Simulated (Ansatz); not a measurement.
**F on Pt(100): change of the work function**

How does F on the hollow site change the work function of Pt(100) as the layer fills?

Calculated with Ansatz 0.2.0; plane-wave DFT, PBE, Ansatz PAW.

### 1. Starting point

The cell holds 4 atoms: 4 Pt. Cell: a = 2.772 Å, b = 2.772 Å, c = 23.880 Å, α = 90.0°, β = 90.0°, γ = 90.0°. Vacuum lies along c.

### 2. The clean slab

The bare slab comes first, as the zero from which every change is counted. The two lowest layers are held at bulk places and the upper ones relax. The dipole correction removes the false field that a one-sided slab makes across the periodic vacuum, so each face gets a flat vacuum level of its own.

The input, input.yaml:

```yaml
crystal:
  lattice:
    - [2.7718585823, 0.0, 0.0]
    - [0.0, 2.7718585823, 0.0]
    - [0.0, 0.0, 23.88]
  atoms:
    - { symbol: Pt, position: [0.5, 0.5, 0.3768844221] }
    - { symbol: Pt, position: [0.0, 0.0, 0.458961474] }
    - { symbol: Pt, position: [0.5, 0.5, 0.541038526] }
    - { symbol: Pt, position: [0.0, 0.0, 0.6231155779] }
kpoints:
  mp_grid: { grid: [12, 12, 1] }
hamiltonian:
  xc: pbe
scf:
  occupations: { method: fermi_dirac, width: 0.1 }
  convergence: { dr2_threshold: 1.0e-08 }
efield:
  axis: 3
  dipole_correction: true
  ramp_position: 0.97
  ramp_width: 0.06
relax:
  f_tol: 0.02
  max_steps: 60
  constraints: [{ sites: [0, 1] }]
output:
  write_potential: true
  write_density: true
  volumetric_format: npy
```

Run with:

```sh
$ ansatz run input.yaml --threads 4 --pin off --max-ram 16384MiB --backend cpu --events-out ev --progress --plain --runs-dir out
```

Numbers of over 12 decimals in the logs are rounded to 6 here.

What it wrote:

```text
Engine: ansatz 0.2.0, aarch64-unknown-linux-gnu
Pseudopotentials: kind: paw
Pseudopotential: Pt, paw, valence charge 18, recommended cutoff 420 eV (normal), Pt.paw.azcp
Functional definition: PBE
  parameter kappa = 0.804
  parameter beta = 0.066725
  exchange = pbe_x(kappa = kappa, mu = beta*pi^2/3)
  correlation = pbe_c(beta = beta)
Crystal: 4 atoms, lattice volume = 183.475 Å³
Basis set: ecut = 420 eV, 3659 PW (Γ), exchange–correlation on 40×40×320 points (8 copies of the dense FFT grid, shifted against one another)
Bands: 44, of which v1, the nominal top of the filled ones, is band 36 counted from 1 (35 counted from 0)
Symmetry: 8 space group operations
k-points: 28 of 144
Non-local potential: Pt, projectors of the file, l = 0: 3, l = 1: 2, l = 2: 2, l = 3: 1
PAW form: soft (Blöchl's): semilocal exchange-correlation on the pseudo side does not see the compensation charge
PAW one-centre angular grid: Pt, 590 points (default); XC on 64 Gauss nodes
Initial density: superposition of atomic densities (neutral atoms: chi_scale 0, normalization atom), corrected by the library's trained network
Initial wavefunctions: pseudopotential atomic-orbital guess
Functional: x = pbe(κ = 0.804, μ = 0.219515), c = pbe(β = 0.066725)
SCF iter   1: F=—  HF=-50090.468609 eV  |F-HF|=—  |Δ(HF+E_count)|=         —  Δρ=8.04e-3  dr2=7.30e-1  ethr=1.77e-3  p=0.000 e·Å  D=1.04e-13 V/Å  ΔV_dip=-0.00 eV  dr2_dipole=4.98e-7  V_vac-E_F(+/−)=5.19/5.19 eV  ⟨swp⟩=8.3  Hψ=5558  notcnv=0  defer=9
efield: sawtooth ramp at fractional position 0.9700 (set: `efield.ramp_position`, or a place that a band, a saddle search or an elastic batch's reference lends), width 0.0600; the density the first Hamiltonian is built on has a dipole p = 0.000 e·Å; the dipole correction subtracts the counter field D = 1.04e-13 V/Å, which shifts the + side's vacuum level by -0.00 eV against the − side's; the planar-averaged density in the ramp window peaks in size at 3.8e-6 e/Å³
preconditioner: auto → LDOS  [metal: Δε(μ)=0.022 eV  Ē_g=7.459 eV  σ=0.100 eV  W_gap=0.05  n_scr=36 (ndim 8)  ℏωp=17.3 eV  f_vac=0.607  D(μ)=6.87/eV (n_scr^D=54)  β→1.0]
SCF iter   2: F=—  HF=-50090.449355 eV  |F-HF|=—  |Δ(HF+E_count)|=   1.93e-2  Δρ=5.49e-3  dr2=9.54e-2  ethr=1.01e-3  p=0.000 e·Å  D=3.52e-5 V/Å  ΔV_dip=-0.00 eV  dr2_dipole=5.42e-7  V_vac-E_F(+/−)=5.66/5.67 eV  ⟨swp⟩=2.4  Hψ=1628  notcnv=0  defer=30
SCF iter   3: F=—  HF=-50090.441055 eV  |F-HF|=—  |Δ(HF+E_count)|=   8.30e-3  Δρ=1.95e-3  dr2=6.90e-2  ethr=1.33e-4  p=0.000 e·Å  D=4.87e-6 V/Å  ΔV_dip=-0.00 eV  dr2_dipole=4.18e-8  V_vac-E_F(+/−)=5.55/5.55 eV  ⟨swp⟩=2.0  Hψ=1911  notcnv=0  defer=30
SCF iter   4: F=—  HF=-50090.437309 eV  |F-HF|=—  |Δ(HF+E_count)|=   3.75e-3  Δρ=6.62e-4  dr2=1.10e-3  ethr=9.59e-5  p=0.000 e·Å  D=7.89e-7 V/Å  ΔV_dip=-0.00 eV  dr2_dipole=9.83e-10  V_vac-E_F(+/−)=5.66/5.66 eV  ⟨swp⟩=1.8  Hψ=1304  notcnv=0  defer=30
SCF iter   5: F=—  HF=-50090.437574 eV  |F-HF|=—  |Δ(HF+E_count)|=   2.65e-4  Δρ=2.48e-4  dr2=1.11e-4  ethr=1.52e-6  p=0.000 e·Å  D=8.19e-7 V/Å  ΔV_dip=-0.00 eV  dr2_dipole=2.05e-10  V_vac-E_F(+/−)=5.65/5.65 eV  ⟨swp⟩=2.8  Hψ=2122  notcnv=0  defer=30
SCF iter   6: F=—  HF=-50090.437595 eV  |F-HF|=—  |Δ(HF+E_count)|=   2.06e-5  Δρ=5.85e-5  dr2=1.53e-5  ethr=1.55e-7  p=-0.000 e·Å  D=-4.67e-8 V/Å  ΔV_dip=0.00 eV  dr2_dipole=3.46e-11  V_vac-E_F(+/−)=5.64/5.64 eV  ⟨swp⟩=2.1  Hψ=1826  notcnv=0  defer=30
SCF iter   7: F=—  HF=-50090.437619 eV  |F-HF|=—  |Δ(HF+E_count)|=   2.43e-5  Δρ=2.04e-5  dr2=1.14e-6  ethr=2.12e-8  p=-0.000 e·Å  D=-2.67e-7 V/Å  ΔV_dip=0.00 eV  dr2_dipole=3.82e-11  V_vac-E_F(+/−)=5.64/5.64 eV  ⟨swp⟩=2.3  Hψ=1864  notcnv=0  defer=30
SCF iter   8: F=—  HF=-50090.437617 eV  |F-HF|=—  |Δ(HF+E_count)|=   1.89e-6  Δρ=8.32e-6  dr2=3.11e-7  ethr=1.58e-9  p=0.000 e·Å  D=8.03e-9 V/Å  ΔV_dip=-0.00 eV  dr2_dipole=2.56e-13  V_vac-E_F(+/−)=5.64/5.64 eV  ⟨swp⟩=3.0  Hψ=2287  notcnv=0  defer=28
SCF iter   9: F=—  HF=-50090.437617 eV  |F-HF|=—  |Δ(HF+E_count)|=   1.58e-8  Δρ=1.89e-6  dr2=2.08e-8  ethr=4.31e-10  p=-0.000 e·Å  D=-4.39e-8 V/Å  ΔV_dip=0.00 eV  dr2_dipole=1.32e-12  V_vac-E_F(+/−)=5.64/5.64 eV  ⟨swp⟩=2.0  Hψ=1753  notcnv=0  defer=28
SCF iter  10: F=-50090.437617 eV  HF=-50090.437617 eV  |F-HF|=2.75e-9  |Δ(HF+E_count)|=   8.80e-9  Δρ=3.52e-7  dr2=3.02e-10  ethr=1.39e-11  p=-0.000 e·Å  D=-1.79e-8 V/Å  ΔV_dip=0.00 eV  dr2_dipole=1.19e-13  V_vac-E_F(+/−)=5.64/5.64 eV  ⟨swp⟩=10.2  Hψ=8697  notcnv=0
SCF 1 converged in 10 iterations: F = -50090.437617 eV  dr2 = 3.02e-10
  greatest PAW one-centre occupation: 1.000 electrons in one spin orbital (limit 2), on the Pt atom at site 2 (counted from 0), in its partial waves of l = 0
relax step   1: F+E_penalty+E_count = -50090.43761743 eV  Δ(F+E_penalty+E_count) = +0.000e0 eV  max|allowed force component| = 2.113e-1 eV/Å  Δτ_max = 0.0000 Å  (10 SCF iters, accepted)
Initial density: handed on by an earlier stage of this run
Initial wavefunctions: those handed on with the density
iter 1 solved again at ethr=1.68e-4 eV; its pass at ethr=3.10e-3 eV (dr2=1.21e-1 eV) is discarded
SCF iter   1: F=—  HF=-50090.448861 eV  |F-HF|=—  |Δ(HF+E_count)|=         —  Δρ=7.20e-3  dr2=1.44e-1  ethr=1.68e-4  p=0.000 e·Å  D=1.16e-7 V/Å  ΔV_dip=-0.00 eV  dr2_dipole=2.86e-2  V_vac-E_F(+/−)=5.68/5.68 eV  ⟨swp⟩=2.0  Hψ=4900  notcnv=0  defer=32
efield: sawtooth ramp at fractional position 0.9700 (set: `efield.ramp_position`, or a place that a band, a saddle search or an elastic batch's reference lends), width 0.0600; the density the first Hamiltonian is built on has a dipole p = 0.000 e·Å; the dipole correction subtracts the counter field D = 1.16e-7 V/Å, which shifts the + side's vacuum level by -0.00 eV against the − side's; the planar-averaged density in the ramp window peaks in size at 7.2e-7 e/Å³
eigensolver tolerance schedule calibrated: the retry pair's looser diagonalisation under-reported the residual by θ = 0.16 (0.12/decade); ethr = c·dr2/N_el runs at the constant in force after the calibration composes with the one it found (an armed cap, an earlier calibration), c = 6.5e-2
preconditioner: auto → LDOS  [metal: Δε(μ)=0.007 eV  Ē_g=7.403 eV  σ=0.100 eV  W_gap=0.02  n_scr=36 (ndim 8)  ℏωp=17.3 eV  f_vac=0.602  D(μ)=7.40/eV (n_scr^D=64)  β→1.0]
SCF iter   2: F=—  HF=-50090.446790 eV  |F-HF|=—  |Δ(HF+E_count)|=   2.07e-3  Δρ=3.16e-3  dr2=5.27e-2  ethr=1.30e-4  p=0.004 e·Å  D=4.28e-3 V/Å  ΔV_dip=-0.10 eV  dr2_dipole=1.12e-2  V_vac-E_F(+/−)=5.57/5.67 eV  ⟨swp⟩=2.0  Hψ=2079  notcnv=0  defer=32
[...]
SCF iter   4: F=—  HF=-50090.445358 eV  |F-HF|=—  |Δ(HF+E_count)|=   1.13e-3  Δρ=1.63e-4  dr2=6.22e-5  ethr=9.24e-6  p=-0.000 e·Å  D=-5.09e-5 V/Å  ΔV_dip=0.00 eV  dr2_dipole=3.74e-6  V_vac-E_F(+/−)=5.65/5.65 eV  ⟨swp⟩=2.0  Hψ=1819  notcnv=0  defer=33
SCF iter   5: F=—  HF=-50090.445347 eV  |F-HF|=—  |Δ(HF+E_count)|=   1.14e-5  Δρ=5.80e-5  dr2=2.88e-5  ethr=8.64e-8  p=-0.000 e·Å  D=-5.54e-5 V/Å  ΔV_dip=0.00 eV  dr2_dipole=1.59e-7  V_vac-E_F(+/−)=5.65/5.65 eV  ⟨swp⟩=3.0  Hψ=2355  notcnv=0  defer=33
SCF iter   6: F=—  HF=-50090.445350 eV  |F-HF|=—  |Δ(HF+E_count)|=   3.11e-6  Δρ=2.93e-5  dr2=1.00e-5  ethr=4.00e-8  p=-0.000 e·Å  D=-9.50e-5 V/Å  ΔV_dip=0.00 eV  dr2_dipole=4.97e-10  V_vac-E_F(+/−)=5.65/5.65 eV  ⟨swp⟩=1.0  Hψ=1199  notcnv=0  defer=33
SCF iter   7: F=—  HF=-50090.445343 eV  |F-HF|=—  |Δ(HF+E_count)|=   6.53e-6  Δρ=1.44e-5  dr2=1.38e-6  ethr=1.39e-8  p=-0.000 e·Å  D=-1.18e-4 V/Å  ΔV_dip=0.00 eV  dr2_dipole=5.10e-9  V_vac-E_F(+/−)=5.65/5.65 eV  ⟨swp⟩=1.1  Hψ=1219  notcnv=0  defer=33
SCF iter   8: F=—  HF=-50090.445344 eV  |F-HF|=—  |Δ(HF+E_count)|=   6.77e-7  Δρ=5.00e-6  dr2=9.92e-8  ethr=1.91e-9  p=-0.000 e·Å  D=-1.35e-4 V/Å  ΔV_dip=0.00 eV  dr2_dipole=3.42e-10  V_vac-E_F(+/−)=5.65/5.65 eV  ⟨swp⟩=2.0  Hψ=1449  notcnv=0  defer=33
SCF iter   9: F=—  HF=-50090.445344 eV  |F-HF|=—  |Δ(HF+E_count)|=   1.17e-7  Δρ=1.59e-6  dr2=1.06e-8  ethr=1.38e-10  p=-0.000 e·Å  D=-1.32e-4 V/Å  ΔV_dip=0.00 eV  dr2_dipole=1.56e-10  V_vac-E_F(+/−)=5.65/5.65 eV  ⟨swp⟩=2.1  Hψ=1693  notcnv=0  defer=33
SCF iter  10: F=-50090.445344 eV  HF=-50090.445344 eV  |F-HF|=4.93e-9  |Δ(HF+E_count)|=   2.56e-8  Δρ=6.75e-7  dr2=2.59e-9  ethr=1.39e-11  p=-0.000 e·Å  D=-1.31e-4 V/Å  ΔV_dip=0.00 eV  dr2_dipole=4.34e-11  V_vac-E_F(+/−)=5.65/5.65 eV  ⟨swp⟩=9.1  Hψ=7976  notcnv=0
SCF 3 converged in 10 iterations: F = -50090.445344 eV  dr2 = 2.59e-9
relax step   3: F+E_penalty+E_count = -50090.44534417 eV  Δ(F+E_penalty+E_count) = -7.708e-3 eV  max|allowed force component| = 2.648e-2 eV/Å  Δτ_max = 0.0673 Å  (10 SCF iters, accepted)
SCF iter   1: F=—  HF=-50090.445437 eV  |F-HF|=—  |Δ(HF+E_count)|=         —  Δρ=3.18e-4  dr2=1.94e-4  ethr=7.05e-6  p=-0.000 e·Å  D=-1.31e-4 V/Å  ΔV_dip=0.00 eV  dr2_dipole=2.64e-5  V_vac-E_F(+/−)=5.66/5.65 eV  ⟨swp⟩=2.1  Hψ=2394  notcnv=0  defer=32
efield: sawtooth ramp at fractional position 0.9700 (set: `efield.ramp_position`, or a place that a band, a saddle search or an elastic batch's reference lends), width 0.0600; the density the first Hamiltonian is built on has a dipole p = -0.000 e·Å; the dipole correction subtracts the counter field D = -1.31e-4 V/Å, which shifts the + side's vacuum level by +0.00 eV against the − side's; the planar-averaged density in the ramp window peaks in size at 4.8e-7 e/Å³
preconditioner: auto → LDOS  [metal: Δε(μ)=0.022 eV  Ē_g=7.459 eV  σ=0.100 eV  W_gap=0.06  n_scr=36 (ndim 8)  ℏωp=17.3 eV  f_vac=0.605  D(μ)=7.26/eV (n_scr^D=64)  β→1.0]
SCF iter   2: F=—  HF=-50090.445425 eV  |F-HF|=—  |Δ(HF+E_count)|=   1.19e-5  Δρ=1.34e-4  dr2=8.54e-5  ethr=2.70e-7  p=0.000 e·Å  D=5.04e-5 V/Å  ΔV_dip=-0.00 eV  dr2_dipole=1.99e-5  V_vac-E_F(+/−)=5.65/5.65 eV  ⟨swp⟩=2.9  Hψ=2553  notcnv=0  defer=32
SCF iter   3: F=—  HF=-50090.445416 eV  |F-HF|=—  |Δ(HF+E_count)|=   9.02e-6  Δρ=4.28e-5  dr2=1.09e-5  ethr=1.19e-7  p=-0.000 e·Å  D=-1.63e-4 V/Å  ΔV_dip=0.00 eV  dr2_dipole=2.88e-7  V_vac-E_F(+/−)=5.66/5.65 eV  ⟨swp⟩=2.0  Hψ=1825  notcnv=0  defer=32
SCF iter   4: F=—  HF=-50090.445411 eV  |F-HF|=—  |Δ(HF+E_count)|=   5.54e-6  Δρ=1.49e-5  dr2=5.94e-7  ethr=1.51e-8  p=-0.000 e·Å  D=-1.36e-4 V/Å  ΔV_dip=0.00 eV  dr2_dipole=3.80e-9  V_vac-E_F(+/−)=5.66/5.65 eV  ⟨swp⟩=2.0  Hψ=1747  notcnv=0  defer=32
SCF iter   5: F=—  HF=-50090.445412 eV  |F-HF|=—  |Δ(HF+E_count)|=   1.84e-6  Δρ=5.87e-6  dr2=3.03e-7  ethr=8.25e-10  p=-0.000 e·Å  D=-1.31e-4 V/Å  ΔV_dip=0.00 eV  dr2_dipole=1.47e-9  V_vac-E_F(+/−)=5.66/5.65 eV  ⟨swp⟩=2.9  Hψ=2117  notcnv=0  defer=32
SCF iter   6: F=—  HF=-50090.445412 eV  |F-HF|=—  |Δ(HF+E_count)|=   4.17e-8  Δρ=3.53e-6  dr2=1.11e-7  ethr=4.20e-10  p=-0.000 e·Å  D=-1.33e-4 V/Å  ΔV_dip=0.00 eV  dr2_dipole=7.73e-10  V_vac-E_F(+/−)=5.66/5.65 eV  ⟨swp⟩=1.1  Hψ=1201  notcnv=0  defer=32
SCF iter   7: F=-50090.445413 eV  HF=-50090.445413 eV  |F-HF|=8.53e-9  |Δ(HF+E_count)|=   3.68e-8  Δρ=1.34e-6  dr2=8.34e-9  ethr=1.39e-11  p=-0.000 e·Å  D=-1.32e-4 V/Å  ΔV_dip=0.00 eV  dr2_dipole=3.90e-12  V_vac-E_F(+/−)=5.66/5.65 eV  ⟨swp⟩=9.0  Hψ=8757  notcnv=0
SCF 4 converged in 7 iterations: F = -50090.445413 eV  dr2 = 8.34e-9
relax step   4: F+E_penalty+E_count = -50090.44541254 eV  Δ(F+E_penalty+E_count) = -6.837e-5 eV  max|allowed force component| = 8.249e-4 eV/Å  Δτ_max = 0.0046 Å  (7 SCF iters, accepted)
NSCF: frozen V_eff on 28 k-points
the band table was solved once a step of the walk had ended and its energy, with any forces and stress, was formed, with the checks that follow a solve (6532 applications of the Hamiltonian). They found nothing against the state; the energy, forces and stress were not computed again (output.eigenvalues in the input reference)
WARN: The output density's exchange-correlation potential varies sharply where the density is thin. Do not read a vacuum level from v_tot or v_xc, or from such a field of the output density. On a cell that repeats whose density bears no net charge and no dipole along the vacuum's axis use v_es (v_loc + v_h of the components); under efield.dipole_correction with no amplitude use v_es + v_field, which holds any externa [...]
SCF converged after 7 iterations
Free energy (F): -50090.445413 eV
Harris-Foulkes:  -50090.445413 eV  (|F-HF|=8.53e-9)
Internal energy: -50090.216692 eV  (E = F + TS)
E sigma→0 (E₀):  -50090.331052 eV
Entropy (-TS):   -0.228721 eV (-57.180 meV/atom)
Fermi energy:    3.855133 eV
Dipole field:    D = -0.000129 V/Å  (p = -0.000131 e·Å, saw-weighted, corrected)
Work function:   Φ+ = 5.6553 eV   Φ− = 5.6522 eV
Levels:          The Fermi level and band energies are counted from a zero that moves with the ramp; work functions are not
--- Per-component energies (eV) ---
  E_band       = -1889.403345
  E_kinetic    = 2546.711662
  E_local      = -116444.306202  (includes V_loc(G=0)·N_el)
  E_nonlocal   = 801.046174
  E_hartree    = 56784.297527
  E_xc         = -1043.845394
  E_vxc        = -1206.741734  (∫ρ·V_xc dr)
  E_paw        = -37816.425362  (= ΣΔE_a)
  E_vpaw       = -1154.697666  (= ΣTr[D̂ρ^β])
  E_aug_tail   = 0.000804  (compensation charges beyond the density's cutoff)
  E_efield     = 0.000000  (sawtooth field / dipole correction)
  E_vefield    = 0.000241  (∫n·V_field dr)
  E_ewald      = 45082.304099
  E_smearing   = -0.228721  (= −TS)
  E_closure    = -0.000000  (closes the sum)
  Σ components = -50090.445413   (vs F -50090.445413, Δ=0.00e0)
--- Forces (eV/Å), atoms counted from 1 ---
  atom   1  Pt    -0.00000000     0.00000000    -0.09145915
  atom   2  Pt     0.00000000     0.00000000     0.09063185
  atom   3  Pt     0.00000000     0.00000000     0.00002566
  atom   4  Pt     0.00000000     0.00000000     0.00082491
  max |Σ_I F_I| component: 2.33e-5 eV/Å
--- Band table (eV; the first three rows and the last of 28) ---
  k-point 0: bands = [... 32 lower, 3.1245, 3.2159, 3.2159, 3.8341, 4.0018, 4.1157, 4.1157, 4.1269, ... 4 higher]
  k-point 1: bands = [... 32 lower, 2.7441, 2.7810, 3.4747, 3.5937, 3.6566, 3.8896, 4.1778, 4.7078, ... 4 higher]
  k-point 2: bands = [... 32 lower, 2.4631, 2.4811, 3.4027, 3.4128, 3.4257, 3.8354, 4.1687, 5.6199, ... 4 higher]
  k-point 27: bands = [... 32 lower, 4.3781, 4.3925, 4.9579, 4.9788, 7.2040, 7.2040, 9.9928, 9.9928, ... 4 higher]
--- Relaxed structure (4 steps of the walk, 4 accepted, 0 SCFs on fresh bases) ---
  F+E_penalty+E_count = -50090.44541254 eV   max|allowed force component| = 8.249e-4 eV/Å
  atoms:
    - { symbol: Pt, position: [0.5, 0.5, 0.3768844221] }
    - { symbol: Pt, position: [0.0, 0.0, 0.458961474] }
    - { symbol: Pt, position: [0.5, 0.5, 0.542925] }
    - { symbol: Pt, position: [0, 0.0, 0.625565] }
```

Elapsed: 23 s, on 4 threads of Arm Neoverse V1, shared host; peak memory 0.54 GiB; 88 s of CPU time.

Step by step:

```tsv
step	energy less that of the first step (eV)	largest force component (eV/Å)
1	0.0000	0.2113
2	0.0000	0.1645
3	-0.0077	0.0265
4	-0.0078	0.0008
```

The run keeps the 8 symmetry operations that it works with, so distortions that break them were not tested.

The atoms that moved most (Å):

```tsv
atom	dx	dy	dz	length
Pt4	0.000	0.000	0.058	0.058
Pt3	0.000	0.000	0.045	0.045
```

Numbers from this step:

```yaml
energy_at_zero_smearing: -50090.3311 eV
work_function_upper_face: 5.655 eV
dipole_along_the_normal: -1.31e-4 e·Å
```

Running mean over 1.96 Å of the planar mean; the ramp of the sawtooth is left out. Table of electron's electrostatic potential energy less the Fermi level by z:

```tsv
z (Å)	electron's electrostatic potential energy less the Fermi level (eV)
3.0	5.65
3.5	5.65
4.0	5.65
4.5	5.65
5.0	5.65
5.5	5.64
6.0	5.61
6.5	5.48
7.0	4.96
7.5	2.59
8.0	-3.03
8.5	-8.79
9.0	-11.3
9.5	-11.8
10.0	-12.0
10.5	-12.1
11.0	-12.1
11.5	-11.9
12.0	-11.7
12.5	-11.9
13.0	-12.1
13.5	-12.0
14.0	-11.8
14.5	-11.7
15.0	-11.1
15.5	-8.20
16.0	-2.23
16.5	3.06
17.0	5.07
17.5	5.51
18.0	5.62
18.5	5.65
19.0	5.65
19.5	5.65
20.0	5.66
20.5	5.66
```

The relaxation took 4 steps and lowered the energy by 0.0078 eV; the largest force on the free atoms ends at 8.2e-4 eV/Å.

The work function of the upper face is 5.66 eV.

[end of part 1 of 4]

[Logs are printed without paths, hosts, clocks, repeated set-up lines and the standing remarks that a program may print on its own settings, such as how far it seeks lower states.]

[Hosts, paths, dates, database ids (printed as entryN), source tags and the programs' standing remarks are cut or masked in the printed files.]

[Maps of the electrostatic potential energy from Ansatz leave out the sawtooth potential of an applied field or a dipole correction, so their vacuum need not be flat; planar profiles and work functions include it.]
